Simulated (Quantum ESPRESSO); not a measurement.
# NaF (Villiaumite): the optical phonon under strain

Aim: the phonon deformation potentials p and q of NaF (Villiaumite), tested on a biaxially strained cell.

Calculated with Quantum ESPRESSO 7.5; DFT PBEsol, scalar-relativistic, plane waves, GBRV ultrasoft pseudopotentials.

## (1) The relaxed structure

The structure is cubic, space group Fm-3m (No. 225). The conventional cell has a = 4.646 Å, b = 4.646 Å, c = 4.646 Å, α = 90.00°, β = 90.00°, γ = 90.00°. Na has 6 F at 2.32 Å nearest. Nearest to F lie 6 Na at 2.32 Å. Farther neighbours and most contacts between anions are not listed.

This is the cell after its relaxation at this level of theory, not the database cell from which that began.

## (2) Uniaxial strain

The relaxed cell is stretched along z alone. This keeps all atoms on sites fixed by symmetry and splits the threefold mode into a singlet, polarised along z, and a doublet. The macroscopic field is left out, so these are transverse modes. Cutoff 55 Ry, k mesh 8×8×8.

From the response at ε_zz = 0.01:

The program printed:

```text
[banners, grids, parts of the stress and lines that vanish by symmetry left out]
Program PHONON v.7.5
     Reading xml data from directory:

[...]
Exchange-correlation= PBESOL
                           (   1   4  10   8   0   0   0)
[...]
kinetic-energy cut-off    =      55.0000  Ry
     charge density cut-off    =     440.0000  Ry
     convergence threshold     =      1.0E-18
[...]
Exchange-correlation= PBESOL
                           (   1   4  10   8   0   0   0)
[...]
q = (   0.0000000   0.0000000   0.0000000 )
     17 Sym.Ops. (with q -> -q+G )
     G cutoff =  433.8836  (  26597 G-vectors)     FFT grid: ( 45, 45, 45)
     G cutoff =  216.9418  (   9433 G-vectors)  smooth grid: ( 30, 30, 30)
     number of k points=    59
[...]
Mode symmetry, D_4h(4/mmm) point group:
[...]
Representation #   1 mode #   1
[...]
End of self-consistent calculation
     Convergence has been achieved
     Representation #   2 mode #   2
[...]
End of self-consistent calculation
     Convergence has been achieved
     Representation #   3 modes #   3   4
[...]
End of self-consistent calculation
     Convergence has been achieved
     Representation #   4 modes #   5   6
[...]
End of self-consistent calculation
     Convergence has been achieved
[...]
q = (    0.000000000   0.000000000   0.000000000 )
[...]
freq (    1) =      -0.311066 [THz] =     -10.376035 [cm-1]
     freq (    2) =      -0.311066 [THz] =     -10.376035 [cm-1]
     freq (    3) =      -0.310977 [THz] =     -10.373091 [cm-1]
     freq (    4) =       6.652126 [THz] =     221.891045 [cm-1]
     freq (    5) =       7.283896 [THz] =     242.964621 [cm-1]
     freq (    6) =       7.283896 [THz] =     242.964621 [cm-1]
[...]
Mode symmetry, D_4h(4/mmm) point group:
     freq (   1-   1) =        -10.4  [cm-1]   --> A_2u X_4' M_4'  I
     freq (   2-   3) =        -10.4  [cm-1]   --> E_u  X_5' M_5'  I
     freq (   4-   4) =        221.9  [cm-1]   --> A_2u X_4' M_4'  I
     freq (   5-   6) =        243.0  [cm-1]   --> E_u  X_5' M_5'  I

   JOB DONE.
```

```
  ε_zz  singlet (cm⁻¹)  doublet (cm⁻¹)  σ_zz (GPa)  σ_xx (GPa)
 -0.01          262.50          240.43      -1.118      -0.245
-0.005          252.09          241.17      -0.551      -0.132
     0          241.86          241.86      -0.022      -0.022
 0.005          231.77          242.44       0.473       0.086
  0.01          221.89          242.96       0.934       0.192
```

Stress is counted positive in tension.

## (3) The fit

To first order ω² − ω₀² = p ε_zz + q (ε_xx + ε_yy) for the mode along z, and likewise for x and y. With ε_zz alone the singlet gives p and the doublet q.

The linear terms of parabolas through ω² are p = -16.81 ω₀² and q = 1.05 ω₀², with ω₀ = 241.9 cm⁻¹. Those of the stresses are C11 = 103 GPa and C12 = 22 GPa. Under hydrostatic strain p and q imply γ = −(p + 2q)/(6 ω₀²) = 2.45.

A layer held to an in-plane strain ε and free along z takes ε_zz = −2 (C12/C11) ε = -0.426 ε. To first order the singlet then shifts by (q − p C12/C11) ε / ω₀ = 1119 ε cm⁻¹. For ε = -0.006, ε_zz = 0.00256, the formulas for ω² predict 235.04 cm⁻¹ for the singlet and 253.35 cm⁻¹ for the doublet.

## (4) A biaxially strained cell

This run was no part of the fit.

The program printed:

```text
[banners, grids, parts of the stress and lines that vanish by symmetry left out]
[banner, memory and clock lines left out]
Program PHONON v.7.5

[...]
Exchange-correlation= PBESOL
                           (   1   4  10   8   0   0   0)
[...]
kinetic-energy cut-off    =      55.0000  Ry
     charge density cut-off    =     440.0000  Ry
     convergence threshold     =      1.0E-18
[...]
Exchange-correlation= PBESOL
                           (   1   4  10   8   0   0   0)
[...]
q = (   0.0000000   0.0000000   0.0000000 )
     17 Sym.Ops. (with q -> -q+G )
     G cutoff =  428.0978  (  26165 G-vectors)     FFT grid: ( 45, 45, 45)
     G cutoff =  214.0489  (   9289 G-vectors)  smooth grid: ( 30, 30, 30)
     number of k points=    59
[...]
Mode symmetry, D_4h(4/mmm) point group:
[...]
Representation #   1 mode #   1
[...]
End of self-consistent calculation
     Convergence has been achieved
     Representation #   2 mode #   2
[...]
End of self-consistent calculation
     Convergence has been achieved
     Representation #   3 modes #   3   4
[...]
End of self-consistent calculation
     Convergence has been achieved
     Representation #   4 modes #   5   6
[...]
End of self-consistent calculation
     Convergence has been achieved
[...]
q = (    0.000000000   0.000000000   0.000000000 )
[...]
freq (    1) =      -0.311191 [THz] =     -10.380203 [cm-1]
     freq (    2) =      -0.311191 [THz] =     -10.380203 [cm-1]
     freq (    3) =      -0.309242 [THz] =     -10.315210 [cm-1]
     freq (    4) =       7.047557 [THz] =     235.081196 [cm-1]
     freq (    5) =       7.604397 [THz] =     253.655365 [cm-1]
     freq (    6) =       7.604397 [THz] =     253.655365 [cm-1]
[...]
Mode symmetry, D_4h(4/mmm) point group:
     freq (   1-   2) =        -10.4  [cm-1]   --> E_u  X_5' M_5'  I
     freq (   3-   3) =        -10.3  [cm-1]   --> A_2u X_4' M_4'  I
     freq (   4-   4) =        235.1  [cm-1]   --> A_2u X_4' M_4'  I
     freq (   5-   6) =        253.7  [cm-1]   --> E_u  X_5' M_5'  I
```

```
   mode  predicted (cm⁻¹)  run (cm⁻¹)
singlet            235.04      235.08
doublet            253.35      253.66
```

The stress along z is -0.025 GPa and that in the plane -0.742 GPa; the unstrained cell carries -0.022 GPa.

## (5) What came out

```yaml
p_in_units_of_the_squared_frequency: -16.81
q_same_units: 1.046
shift_of_the_singlet_per_unit_of_biaxial_strain: 1119 cm⁻¹
c11_and_c12: 103 and 22 GPa
```

In words: To first order, one per cent of tensile biaxial strain moves the singlet of NaF (Villiaumite) by 11.2 cm⁻¹ and the doublet by -19.6 cm⁻¹; the formulas miss the test run by up to 0.31 cm⁻¹. In the rock-salt structure this mode is infrared active and has no first-order Raman line. The third potential, r, needs shear strain, which was not run. The acoustic modes of the response miss zero by 10 cm⁻¹, a numerical error that can touch the optical modes as well. These are harmonic values at zero temperature.

[Host names and launcher messages were left out of these logs when they were recorded.]

[Logs are printed without paths, hosts, clocks, repeated set-up lines and the standing remarks that a program may print on its own settings, such as how far it seeks lower states.]

[Hosts, paths, dates, database ids (printed as entryN), source tags and the programs' standing remarks are cut or masked in the printed files.]
